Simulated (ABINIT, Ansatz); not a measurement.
Entries from a set of simulations; values are calculated unless marked as measured.

```json
{"subject": "K2NaYF6 (Fm-3m): one start, several treatments of the self-energy", "lattice_ang": [[-0.0, 4.4583, 4.4583], [4.4583, 0.0, 4.4583], [4.4583, 4.4583, 0.0]], "atoms": [["K", 0.75, 0.75, 0.75], ["K", 0.25, 0.25, 0.25], ["Na", 0.5, 0.5, 0.5], ["Y", 0.0, 0.0, 0.0], ["F", 0.7556, 0.2444, 0.2444], ["F", 0.2444, 0.2444, 0.7556], ["F", 0.2444, 0.7556, 0.7556], ["F", 0.2444, 0.7556, 0.2444], ["F", 0.7556, 0.2444, 0.7556], ["F", 0.7556, 0.7556, 0.2444]], "method": "RPA screening on PBEsol, plane waves, norm-conserving pseudopotentials (and 3 further levels or steps)", "program": "ABINIT 10.8.3", "settings": "cutoff 38 Ha, PseudoDojo scalar-relativistic 0.4.1 standard, norm-conserving, ngkpt (2, 2, 2), nband 230, ecuteps 5.2 Ha, gwcalctyp 2, nfreqre 16, nfreqim 8, inclvkb 2, freqremax 40 eV, spmeth 1, nomegasf 120, shiftk (0, 0, 0), symchi 1, awtr 1, frequency cd, 2×2×2 k-mesh", "notes": "The program’s warnings: Min real frequency set to default [Ha] = and nproc spkpt=  >= nkpt= * nsppol=. The cell and positions are those that the Materials Project relaxed with its own functionals (PBE, PBE+U or r2SCAN), kept fixed. Limits: no spin-orbit coupling. The 2×2×2 mesh is coarse for this cell, which bears on the long-range parts of exchange and screening.", "results": {"g0w0_godby_needs_plasmon_pole": "9.535 eV", "g0w0_engel_farid_plasmon_pole": "9.534 eV", "g0w0_hybertsen_louie_plasmon_pole": "10.126 eV", "one_shot_hartree_fock": "17.648 eV", "g0w0_contour_deformation": "9.493 eV", "known_limits": "short of the basis limit; no spin-orbit coupling; coarse k mesh"}}
```

[Long decimals in the printed logs are rounded to 6 places.]

[Logs are printed without paths, hosts, clocks, repeated set-up lines and the standing remarks that a program may print on its own settings, such as how far it seeks lower states.]

[Paths, hosts, dates, memory and timing lines, banners, echoed tables and standing remarks are left out of the program output; an Ansatz launch command may be rebuilt from the run's recorded settings. Measured values are a selection of at most five: reports struck by readers or far from the other reports are left out. None is set beside runs whose start may be inverted or whose files or cutoffs have a known fault.]

[Runs of the session that timed out or met a known fault of the program may be left out.]

[Hosts, paths, dates, database ids (printed as entryN), source tags and the programs' standing remarks are cut or masked in the printed files.]

[G0W0 gaps are taken among the corrected bands and points alone; a level outside them can change the order at an edge.]

[Where Ansatz stands beside ABINIT at settings called matched, ABINIT's density can come from a denser mesh and the files from another edition; pairs whose starting gaps differed by over 0.03 eV were left out, so agreement reads better than it is.]
